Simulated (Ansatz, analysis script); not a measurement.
Computed results, one entry a study.

```
! title: Cs2TlVF6: magnetic anisotropy by several levels
! method: LDA with U = 3.2 eV on V d, PAW (library files); spinors with self-consistent spin–orbit coupling, one run a direction (and 3 further levels or steps)
! program: Ansatz 0.2.0 and analysis script 1
! settings of one run: cutoff 420 eV, 3×3×3 k-mesh, Fermi-Dirac occupations, smearing width 0.02 eV, starting moments 0 0 1.52 0 0 0 0 0 0 0 μB
! notes: Only this order was carried on, and the real compound can order otherwise.
! shell spin of V no. 3, moments [001]: 1.93 μB
! orbital moment of V no. 3 along its axis, moments [001]: -0.921 μB
CELL_PARAMETERS angstrom
0.00000 4.61700 4.61700
4.61700 0.00000 4.61700
4.61700 4.61700 0.00000
ATOMIC_POSITIONS crystal
Cs 0.25000 0.25000 0.25000
Cs 0.75000 0.75000 0.75000
V 0.00000 0.00000 0.00000
Tl 0.50000 0.50000 0.50000
F 0.79000 0.21000 0.21000
F 0.21000 0.79000 0.21000
F 0.21000 0.79000 0.79000
F 0.79000 0.21000 0.79000
F 0.21000 0.21000 0.79000
F 0.79000 0.79000 0.21000
```

[Logs and program files are shortened in this print: banners, set-up blocks, solver, clock and traceback lines can be left out without a mark of their own.]

[Logs are printed without paths, hosts, clocks, repeated set-up lines and the standing remarks that a program may print on its own settings, such as how far it seeks lower states.]

[Hosts, paths, dates, database ids (printed as entryN), source tags and the programs' standing remarks are cut or masked in the printed files.]
